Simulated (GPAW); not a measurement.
# WC (Qusongite): optical spectrum from first principles

Aim: the dielectric function of WC (Qusongite), and the optical constants that follow from it.

Calculated with GPAW 26.7.0; DFT, LDA, plane-wave PAW (GPAW data sets), scalar-relativistic, RPA, optical limit.

## (1) The starting structure

It takes space group P-6m2 (No. 187, hexagonal). The conventional cell has a = 2.907 Å, b = 2.907 Å, c = 2.837 Å, α = 90.00°, β = 90.00°, γ = 120.00°. Nearest to W lie 6 C at 2.20 Å. Nearest to C lie 6 W at 2.20 Å. Farther neighbours are not listed.

## (2) Ground state

First the ground state: is it a metal or has it a gap?

This step: DFT, LDA, plane-wave PAW (GPAW data sets), scalar-relativistic, ground state (GPAW 26.7.0).

File gs.py:

```python
from ase import Atoms
from ase.dft.bandgap import bandgap
from gpaw import GPAW, PW, FermiDirac

atoms = Atoms(['W', 'C'],
              cell=[[2.906500000000, 0.000000000000, 0.000000000000],
                    [-1.453250000000, 2.517102836100, 0.000000000000],
                    [0.000000000000, 0.000000000000, 2.836600000000]],
              scaled_positions=[[0.000000000000, 0.000000000000, 0.000000000000],
                                [0.666666666667, 0.333333333333, 0.500000000000]],
              pbc=[True, True, True])
atoms.calc = GPAW(mode=PW(450), xc='LDA', kpts={'size': (9, 9, 8), 'gamma': True},
                  occupations=FermiDirac(0.05), maxiter=150, txt='gs.txt')
print('energy (eV)', atoms.get_potential_energy())
print('Fermi level (eV)', atoms.calc.get_fermi_level())
print('valence electrons', atoms.calc.get_number_of_electrons())
print('gap (eV)', bandgap(atoms.calc, output=None)[0])
print('direct gap (eV)', bandgap(atoms.calc, direct=True, output=None)[0])
atoms.calc.write('gs.gpw')
```

Launch:

```sh
$ OMP_NUM_THREADS=1 python gs.py
```

Numbers of over 12 decimals in the logs are rounded to 6 here.

What it wrote:

```text
__  _  _
 | _ |_)|_||  |
 |__||  | ||/\| - 26.7.0

Versions:
  Python: 3.12.14
  ASE:    3.29.0
  Numpy:  2.5.5
  Scipy:  1.18.1
  Libxc:  7.0.0

Input parameters:
  mode=PW(ecut=450.000000),
  kpts=MonkhorstPack(size=(9, 9, 8), gamma=True),
  maxiter=150,
  occupations=Occupations(name='fermi-dirac', width=0.05, fixmagmom=False),
  xc=XC(name='LDA')

Diagonalizing LCAO Hamiltonian
Converting LCAO to pw mode

           C

       W

Atoms  # Å, Bohr magnetons
|   | symbol |        x |        y |        z |    initial magnetic moments |
| 0 |      W | 0.000000 | 0.000000 | 0.000000 | ( 0.0000,  0.0000,  0.0000) |
| 1 |      C | 1.453250 | 0.839034 | 1.418300 | ( 0.0000,  0.0000,  0.0000) |

Unit cell  # Å
| periodic |         x |        y |        z |  lengths |     angles |
|      yes |  2.906500 | 0.000000 | 0.000000 | 2.906500 |  90.000000 |
|      yes | -1.453250 | 2.517103 | 0.000000 | 2.906500 |  90.000000 |
|      yes |  0.000000 | 0.000000 | 2.836600 | 2.836600 | 120.000000 |

Number of symmetries: 12
Symmetry operations  # r_c * U_cc + t_c -> r_c
|    | kind |            matrix            |
|  0 |  σ   |  1, 1, 0,  0,-1, 0,  0, 0, 1 |
|  1 |  C2  |  1, 1, 0,  0,-1, 0,  0, 0,-1 |
|  2 |  E   |  1, 0, 0,  0, 1, 0,  0, 0, 1 |
|  3 |  σ   |  1, 0, 0,  0, 1, 0,  0, 0,-1 |
|  4 |  C3  |  0, 1, 0, -1,-1, 0,  0, 0, 1 |
|  5 |  S3  |  0, 1, 0, -1,-1, 0,  0, 0,-1 |
|  6 |  σ   |  0,-1, 0, -1, 0, 0,  0, 0, 1 |
|  7 |  C2  |  0,-1, 0, -1, 0, 0,  0, 0,-1 |
|  8 |  σ   | -1, 0, 0,  1, 1, 0,  0, 0, 1 |
|  9 |  C2  | -1, 0, 0,  1, 1, 0,  0, 0,-1 |
| 10 |  C3  | -1,-1, 0,  1, 0, 0,  0, 0, 1 |
| 11 |  S3  | -1,-1, 0,  1, 0, 0,  0, 0,-1 |

BZ-sampling:
  Number of BZ points: 648
  Number of IBZ points: 60

  Monkhorst-Pack size: [9, 9, 8]
  Monkhorst-Pack shift: [0.0, 0.0, 0.0625]

K-points  # in reciprocal-cell coordinates
|     |                                coordinates |     weight |
|   0 | (  0.00000000,   0.00000000,   0.00000000) | 0.00154321 |
|   1 | (  0.00000000,   0.00000000,   0.12500000) | 0.00308642 |
|   2 | (  0.00000000,   0.00000000,   0.25000000) | 0.00308642 |
|   3 | (  0.00000000,   0.00000000,   0.37500000) | 0.00308642 |
|   4 | (  0.00000000,   0.00000000,   0.50000000) | 0.00154321 |
|   5 | (  0.11111111,   0.00000000,   0.00000000) | 0.00925926 |
|   6 | (  0.11111111,   0.00000000,   0.12500000) | 0.01851852 |
|   7 | (  0.11111111,   0.00000000,   0.25000000) | 0.01851852 |
|   8 | (  0.11111111,   0.00000000,   0.37500000) | 0.01851852 |
|   9 | (  0.11111111,   0.00000000,   0.50000000) | 0.00925926 |
| ... |                                            |            |
|  59 | (  0.44444444,   0.44444444,   0.50000000) | 0.00925926 |

Plane wave coefficients: 462
Cutoff: 450.000000 eV

Spin-components: 1 (collinear spins)
Bands:           15
Projectors:      11
Spin-degeneracy: 2
Datatype:        complex128

Parallelization:
  kpt:    1
  domain: 1
  band:   1

Density:
  Valence electrons: 18.0
  Components: 1
  Grid points: [15 15 14]
  Charge: 0.0  # |e|

Potential:
  Grid points: [15 15 14]

species:
  W:
    name:    Tungsten
    id:
    Z:       74.0
    valence: 14
    core:    60
    charge:  0.0  # [|e|]
    compensation charges:
      type: gauss
      rc: 0.40  # [Å]
      lmax: 2
    cutoffs:
      filter: 2.36  # [Å]
      core: 3.02  # [Å]
    projectors
    | kind |    occ | energy [eV] | rcut [Å] |
    |   5s |  2.000 |     -79.053 |    1.344 |
    |   6s |  2.000 |      -5.886 |    1.344 |
    |   5p |  6.000 |     -43.417 |    1.355 |
    |   6p |  0.000 |      -1.469 |    1.355 |
    |   5d |  4.000 |      -4.693 |    1.228 |
    |    d |        |      22.518 |    1.228 |

    Using partial waves for W as LCAO basis

  C:
    name:    Carbon
    id:
    Z:       6.0
    valence: 4
    core:    2
    charge:  0.0  # [|e|]
    compensation charges:
      type: gauss
      rc: 0.20  # [Å]
      lmax: 2
    cutoffs:
      filter: 1.14  # [Å]
      core: 1.14  # [Å]
    projectors
    | kind |    occ | energy [eV] | rcut [Å] |
    |   2s |  2.000 |     -13.639 |    0.635 |
    |   2p |  2.000 |      -5.414 |    0.635 |
    |    s |        |      13.573 |    0.635 |
    |    p |        |      21.797 |    0.635 |
    |    d |        |       0.000 |    0.635 |

    Using partial waves for C as LCAO basis

Reference energy: -439534.908752  # eV

eigensolver:
  PPCG
  Converge bands: occupied
  niter=2

density mixing:
  MSR1-Mixer
  Pratt-step length: 0.05
  Maximum mixing coefficient: 0.75
  Old densities: 10
  SVD Regularization: 0.005
  Good broyden scale: 1.0
  Trust region scale: 1.0
  Backstep threshold: 4.0
  History deletion threshold: 6.0
  Fourier metric: weight=20.0, sigma=0.015

occupation numbers:
  Fermi-Dirac:
    width: 0.0500  # eV

poisson solver:
  ecut: 3600.000000  # eV

xc functional:
  name: None

convergence criteria:
- Maximum [total energy] change in last 3 cyles: 0.0005 eV / valence electron
- Maximum integral of absolute [dens]ity change: 0.0001 electrons / valence electron
- Maximum integral of absolute [eigenst]ate change: 4e-08 eV^2 / valence electron
maximum number of iterations: 150

SCF iterations
|iter     |      energy | eigst |  dens |
|iter:   1||  -24.993352 | -0.07 |       |
|iter:   2||  -24.516331 | -2.17 | -0.93 |
|iter:   3||  -23.441838 | -1.25 | -1.00 |
|iter:   4||  -23.439760 | -3.20 | -1.71 |
|iter:   5||  -23.442216c| -3.57 | -1.94 |
|iter:   6||  -23.442162c| -5.19 | -3.01 |
|iter:   7||  -23.442163c| -6.57 | -3.62 |
|iter:   8||  -23.442162c| -8.03c| -4.27c|

Converged in 8 steps
SCF loop duration: 5.821 s (0.728 s/step)
Energy contributions relative to reference atoms: (reference = -439534.908752)

Energy contributions:
  Kinetic:          14.438857
  Coulomb:         -16.205905
  Zero:             -0.046761
  External:          0.000000
  Xc:              -21.626713
  Entropy:          -0.003280
  Spinorbit:         0.000000
  ----------------------------
  Free energy:     -23.443803
  Extrapolated:    -23.442162

dipole moment: (-4.692787, -9.834702, -10.602233)  # |e|*Ang

Fermi level: 13.806
Eigenvalues  # (at kpt = [0.000, 0.000, 0.000])
| band index |      eig [eV] | occ [0-2] |
|          0 |       -59.936 |     2.000 |
|          1 |       -24.179 |     2.000 |
|          2 |       -24.064 |     2.000 |
|          3 |       -24.064 |     2.000 |
|          4 |        -0.481 |     2.000 |
|          5 |         9.508 |     2.000 |
|          6 |        10.481 |     2.000 |
|          7 |        10.481 |     2.000 |
|          8 |        13.906 |     0.240 |
|          9 |        16.988 |     0.000 |
|         10 |        16.988 |     0.000 |
|         11 |        19.414 |     0.000 |
|         12 |        19.414 |     0.000 |
|         13 |        20.323 |     0.000 |
|         14 |        28.215 |     0.000 |

No gap
No difference between direct/indirect transitions

--- standard output ---
energy (eV) -23.442162
Fermi level (eV) 13.806429
valence electrons 18.0
gap (eV) 0.0
direct gap (eV) 0.0
```

It took 7.7 s on 1 thread of Arm Neoverse V1, shared host; peak memory 0.13 GiB.

Numbers from this step:

| Item | Value |
| --- | --- |
| energy | -23.44 eV |
| Fermi energy | 13.81 eV |
| electrons | 18 |

There are states at the Fermi level within the smearing, so the occupations stay smeared and the carriers get a Drude term.

## (3) Bands for the response

The response needs many more empty bands than the density does.

This step: DFT, LDA, plane-wave PAW (GPAW data sets), scalar-relativistic, bands at fixed density (GPAW 26.7.0).

File nscf.py:

```python
from ase.dft.bandgap import bandgap
from gpaw import GPAW, FermiDirac

calc = GPAW('gs.gpw').fixed_density(kpts={'size': (18, 18, 18), 'gamma': True}, nbands=28, convergence={'bands': 22},
                                    occupations=FermiDirac(0.05), txt='nscf.txt')
print('gap (eV)', bandgap(calc, output=None)[0])
print('direct gap (eV)', bandgap(calc, direct=True, output=None)[0])
print('top band over the Fermi level (eV)', min(calc.get_eigenvalues(kpt=k)[21] for k in range(len(calc.get_ibz_k_points()))) - calc.get_fermi_level())
calc.write('full.gpw', mode='all')
```

Launch:

```sh
$ OMP_NUM_THREADS=1 python nscf.py
```

What it wrote:

```text
Diagonalizing LCAO Hamiltonian
Converting LCAO to pw mode
convergence criteria:
- Maximum integral of absolute [eigenst]ate change: 4e-08 eV^2 / valence electron
maximum number of iterations: 150

SCF iterations
|iter     |      energy | eigst |  dens |
|iter:   1||             | +2.54 |       |
|iter:   2||             | +0.33 |       |
|iter:   3||             | -1.78 |       |
|iter:   4||             | -3.50 |       |
|iter:   5||             | -5.39 |       |
|iter:   6||             | -7.03 |       |
|iter:   7||             | -8.03c|       |
SCF steps: 7
  __  _  _
 | _ |_)|_||  |
 |__||  | ||/\| - 26.7.0

Versions:
  Python: 3.12.14
  ASE:    3.29.0
  Numpy:  2.5.5
  Scipy:  1.18.1
  Libxc:  7.0.0

Input parameters:
  mode=PW(ecut=450.000000),
  convergence={'bands': 22},
  gpts=array([15, 15, 14]),
  kpts=MonkhorstPack(size=(18, 18, 18), gamma=True),
  maxiter=150,
  nbands=28,
  occupations=Occupations(name='fermi-dirac', width=0.05, fixmagmom=False),
  parallel={},
  xc=XC(name='LDA')

--- standard output ---
gap (eV) 0.0
direct gap (eV) 0.0
top band over the Fermi level (eV) 29.145142
```

Elapsed: 58 s, on 1 thread; peak memory 0.25 GiB.

## (4) Dielectric function, RPA

Local fields let the induced charge screen the field inside the cell, which as a rule lowers ε, most along directions where the density is uneven.

This step: DFT, LDA, plane-wave PAW (GPAW data sets), scalar-relativistic, RPA, optical limit (GPAW 26.7.0).

File df.py:

```python
from gpaw.response.df import DielectricFunction

df = DielectricFunction('full.gpw', frequencies={'type': 'nonlinear', 'domega0': 0.03, 'omega2': 8},
                        ecut=50,
                        eta=0.1,
                        nbands=22,
                        rate=0.05,
                        txt='df.txt')
for direction in ['x', 'z']:
    df.get_dielectric_function(xc='RPA', direction=direction, filename=f'df_{direction}.csv')
```

Launch:

```sh
$ OMP_NUM_THREADS=1 python df.py
```

What it wrote:

```text
Using integrator: PointIntegrator
NonLinearFrequencyDescriptor(from 0.000 to 107.836 eV, 547 points)
Nonperiodic BCs:  [False False False]
Using integrator: PointIntegrator
NonLinearFrequencyDescriptor(from 0.000 to 107.836 eV, 547 points)
Nonperiodic BCs:  [False False False]
Using integrator: PointIntegrator

Calculating chi0 body with:
    Ground state adapter containing:
    Number of spins: 1
    Number of kpoints: 5832
    Number of irreducible kpoints: 370
    Number of completely occupied states: 8
    Number of partially occupied states: 10

    Linear response parametrization:
    q_c: [0.0, 0.0, 0.0]
    Number of frequency points: 547
    Planewave cutoff: 50.0
    Number of bands: 22
    Number of planewaves: 21
    Broadening (eta): 0.1

Integrating chi0 body.

Symmetries of q_c:
    Direct symmetries (Uq -> q): 12
    Indirect symmetries (TUq -> q): 12
In total 24 allowed symmetries.

370 groups of equivalent kpoints. 93.655693% reduction.

Integral kind: spectral function

Calculating chi0 optical extensions with:
    Ground state adapter containing:
    Number of spins: 1
    Number of kpoints: 5832
    Number of irreducible kpoints: 370
    Number of completely occupied states: 8
    Number of partially occupied states: 10

    Linear response parametrization:
    Number of frequency points: 547
    Planewave cutoff: 50.0
    Number of bands: 22
    Number of planewaves: 21
    Broadening (eta): 0.1
Integrating chi0 head and wings.

Symmetries of q_c:
    Direct symmetries (Uq -> q): 12
    Indirect symmetries (TUq -> q): 12
In total 24 allowed symmetries.

370 groups of equivalent kpoints. 93.655693% reduction.

Integral kind: spectral function wings

Calculating drude chi0 with:
    Number of frequency points:547
    Plasma frequency decay rate: 0.05 eV

    Ground state adapter containing:
    Number of spins: 1
    Number of kpoints: 5832
    Number of irreducible kpoints: 370
    Number of completely occupied states: 8
    Number of partially occupied states: 10

Symmetries of q_c:
    Direct symmetries (Uq -> q): 12
    Indirect symmetries (TUq -> q): 12
In total 24 allowed symmetries.

370 groups of equivalent kpoints. 93.655693% reduction.

Integral kind: intraband
Plasma frequency:
[[3.27+0.j 0.  -0.j 0.  +0.j]
 [0.  -0.j 3.27+0.j 0.  +0.j]
 [0.  +0.j 0.  +0.j 3.17+0.j]]
```

Wall time 13 s (1 thread); peak memory 0.24 GiB.

Some rows of df_x.csv (energy; Re and Im without local fields; Re and Im with them):

```text
0.000000, 4300.302937, 0.000007, 4300.149117, 0.000007
0.555532, -13.461856, 9.304464, -13.615094, 9.284242
1.143969, 13.176713, 6.320732, 13.015672, 6.246462
1.768324, 14.051416, 9.876001, 13.944816, 9.769059
2.431988, 17.320230, 13.338610, 17.292611, 13.112070
3.138794, 12.576665, 16.079425, 12.777733, 16.003667
3.893091, 8.298096, 15.619194, 8.456947, 15.764856
4.699832, 2.172218, 13.482112, 2.137695, 14.010447
5.564682, 2.079548, 9.348681, 1.540938, 9.653806
6.494155, 4.900247, 10.019107, 4.409412, 9.831729
7.495775, -0.277103, 11.489257, -0.701102, 11.109131
8.578281, -3.849701, 9.786692, -3.637157, 9.452327
9.751884, -3.692956, 6.029221, -3.486088, 6.020264
11.028587, -2.810912, 4.522380, -2.742143, 4.557075
12.422601, -2.712650, 2.286063, -2.864017, 2.384049
13.950874, -0.815264, 2.122642, -1.041722, 1.938884
15.633783, -0.864290, 2.646702, -0.749343, 2.419057
17.496047, -1.135042, 1.989414, -1.077689, 1.971410
19.567954, -0.505014, 1.047385, -0.579421, 0.941676
```

The Im ε has structure finer than the step of the table below, so its rows give means over 1 eV, whole bins alone (the curve runs from 0.305 to 19.9 eV). Peaks (eV: height): E ∥ x 1.4: 10.4, 3.3: 18.2, 4.1: 17.8, 6.8: 12.9; E ∥ z 1.8: 13.3, 2.9: 24.9, 3.2: 24.5, 7.4: 17.5.

Sum at mesh points, not converged in k. The Im ε by photon energy; means over each step:

```csv
photon energy (eV),E ∥ x,E ∥ z
1,7.61,5.56
2,9.25,12.1
3,15.2,21.6
4,16.1,14.6
5,13.0,13.9
6,9.27,12.5
7,12.0,13.8
8,11.3,10.7
9,7.76,4.87
10,5.72,3.83
11,4.81,4.04
12,3.42,4.82
13,1.89,4.31
14,1.86,3.19
15,2.17,3.08
16,2.32,1.52
17,1.84,1.29
18,1.63,1.34
19,0.918,0.977
```

Values under 1 per cm are given as 1; sum at mesh points, not converged in k. Table of absorption coefficient by photon energy:

```csv
photon energy (eV),E ∥ x (1/cm),E ∥ z (1/cm)
1.01,95880,82908
1.99,1.9e5,2.0e5
3.02,5.6e5,7.5e5
3.98,8.8e5,1.0e6
4.98,1.2e6,1.1e6
6.02,1.1e6,1.5e6
6.99,1.6e6,1.6e6
8.03,2.0e6,2.6e6
9.02,2.3e6,2.0e6
10.03,2.2e6,1.8e6
11.03,2.2e6,1.7e6
12.02,2.5e6,2.1e6
13.00,2.0e6,2.6e6
14.04,1.8e6,2.4e6
14.96,1.7e6,2.7e6
16.03,2.2e6,2.5e6
16.96,2.0e6,2.0e6
18.05,2.3e6,2.1e6
18.97,2.0e6,2.1e6
```

The loss function −Im 1/ε at q → 0 has structure finer than the step of the table below, so its rows give means over 0.5 eV, whole bins alone (the curve runs from 0.305 to 19.9 eV). Peaks (eV: height): E ∥ x 0.68: 0.147, 14.87: 0.473, 16.96: 0.474, 19.45: 0.773; E ∥ z 0.65: 0.199, 18.05: 0.510.

Sum at mesh points, not converged in k. Table of loss function −Im 1/ε at q → 0 by energy loss; means over each step:

```csv
energy loss (eV),E ∥ x,E ∥ z
1.0,0.0557,0.0290
1.5,0.0314,0.0174
2.0,0.0281,0.0230
2.5,0.0292,0.0232
3.0,0.0351,0.0323
3.5,0.0459,0.0499
4.0,0.0495,0.0648
4.5,0.0605,0.0648
5.0,0.0749,0.0631
5.5,0.0954,0.0723
6.0,0.102,0.0773
6.5,0.0842,0.0864
7.0,0.0772,0.0713
7.5,0.0876,0.0598
8.0,0.0843,0.0631
8.5,0.0879,0.0897
9.0,0.104,0.124
9.5,0.125,0.166
10.0,0.137,0.207
10.5,0.151,0.243
11.0,0.160,0.250
11.5,0.151,0.216
12.0,0.141,0.201
12.5,0.177,0.185
13.0,0.232,0.172
13.5,0.354,0.215
14.0,0.412,0.224
14.5,0.438,0.245
15.0,0.439,0.206
15.5,0.378,0.179
16.0,0.344,0.210
16.5,0.373,0.291
17.0,0.450,0.449
17.5,0.392,0.413
18.0,0.382,0.474
18.5,0.384,0.418
19.0,0.524,0.503
19.5,0.750,0.660
```

The reflectivity at normal incidence has structure finer than the step of the table below, so its rows give means over 1 eV, whole bins alone (the curve runs from 0.305 to 19.9 eV). Peaks (eV: height): E ∥ x 3.3: 47.0, 4.2: 47.3, 7.4: 46.1, 9.2: 52.4, 12.0: 57.9, 16.3: 41.8, 18.9: 51.7; E ∥ z 3.2: 52.7, 5.9: 47.6, 8.1: 63.0, 13.3: 47.3, 16.0: 59.7, 18.6: 48.8, 19.3: 52.8.

Sum at mesh points, not converged in k. Reflectivity at normal incidence against photon energy; means over each step:

```csv
photon energy (eV),E ∥ x (%),E ∥ z (%)
1,40.3,39.2
2,39.8,44.5
3,44.6,50.9
4,45.2,44.2
5,44.3,43.5
6,36.5,43.6
7,42.3,45.2
8,46.8,60.1
9,50.7,54.1
10,48.1,42.1
11,46.7,32.2
12,55.4,35.4
13,52.4,44.2
14,35.5,42.2
15,28.9,47.0
16,35.1,58.4
17,34.7,45.1
18,41.9,41.8
19,45.9,46.7
```

The Im ε, E ∥ x has structure finer than the step of the table below, so its rows give means over 0.5 eV, whole bins alone (the curve runs from 0.305 to 19.9 eV). Peaks (eV: height): without local fields 1.42: 10.5, 3.34: 18.2, 4.11: 17.6, 6.82: 13.1, 8.15: 13.0; with local fields 1.42: 10.4, 3.34: 18.2, 4.11: 17.8, 6.82: 12.9.

Sum at mesh points, not converged in k. Im ε, E ∥ x against photon energy; means over each step:

```csv
photon energy (eV),without local fields,with local fields
1.0,6.65,6.59
1.5,9.03,8.93
2.0,8.35,8.25
2.5,12.6,12.4
3.0,15.4,15.2
3.5,16.1,16.1
4.0,16.3,16.4
4.5,15.3,15.7
5.0,12.6,13.1
5.5,9.99,10.3
6.0,9.01,9.01
6.5,10.2,10.1
7.0,12.7,12.5
7.5,11.8,11.4
8.0,12.4,11.8
8.5,10.5,10.1
9.0,7.83,7.63
9.5,6.61,6.47
10.0,5.63,5.63
10.5,5.08,5.11
11.0,4.71,4.74
11.5,4.55,4.67
12.0,3.13,3.28
12.5,2.28,2.37
13.0,1.82,1.85
13.5,1.70,1.63
14.0,2.10,1.90
14.5,2.16,1.95
15.0,2.39,2.16
15.5,2.64,2.41
16.0,2.52,2.43
16.5,1.90,1.86
17.0,1.89,1.82
17.5,1.97,1.94
18.0,1.61,1.62
18.5,1.24,1.24
19.0,0.883,0.851
19.5,0.993,0.905
```

Optical constants at common wavelengths, from n + ik = √ε:

```csv
wavelength (nm),n x,k x,R (%) x,1/α x,n z,k z,R (%) z,1/α z
1550,2.59,1.392,30.1,89 nm,3.05,0.735,28.0,168 nm
1064,3.75,0.859,35.7,99 nm,4.05,0.450,36.9,188 nm
633,3.88,0.979,37.3,51 nm,4.18,1.090,40.4,46 nm
365,3.84,2.330,46.8,12 nm,3.64,3.014,52.5,9.6 nm
308,3.69,2.235,45.3,11 nm,3.00,2.467,45.7,9.9 nm
248,2.72,2.331,43.6,8.5 nm,3.22,2.250,43.7,8.8 nm
193,2.70,1.758,35.7,8.7 nm,2.56,2.248,42.2,6.8 nm
```

A polished face would reflect 43 % of daylight and look light grey (CIE x = 0.300, y = 0.322 under D65).

## (5) Summary of results

What this shows: At this level (LDA, RPA) WC is a metal. The mesh is too coarse to trust the carriers' weight, the reflectivity or the colour to better than tens of per cent. A polished face would reflect 43 % of daylight and look light grey (CIE x = 0.300, y = 0.322 under D65). The carriers' damping of 0.05 eV is typed, not computed; it shapes the response at the lowest energies. Spin-orbit coupling is left out although heavy atoms are present. In this version of GPAW the matrix elements of the optical limit are incomplete, which can lower ε − 1 by up to a tenth where first-row anions or d states rule, and shift it by more in d metals. GPAW's carrier term has the form −ωp²/(ω + i·rate)², which damps like twice the rate and fails at low energy, so the curves leave the lowest energies out. The sum runs over mesh points 0.14 Å⁻¹ apart with no interpolation, so peaks are partly noise of the mesh, and the Drude plasma energy, a sum over the Fermi surface, isn't converged.

[Machine, clock and banner lines and Python warnings are left out of the logs.]

[Logs are printed without paths, hosts, clocks, repeated set-up lines and the standing remarks that a program may print on its own settings, such as how far it seeks lower states.]

[Hosts, paths, dates, database ids (printed as entryN), source tags and the programs' standing remarks are cut or masked in the printed files.]
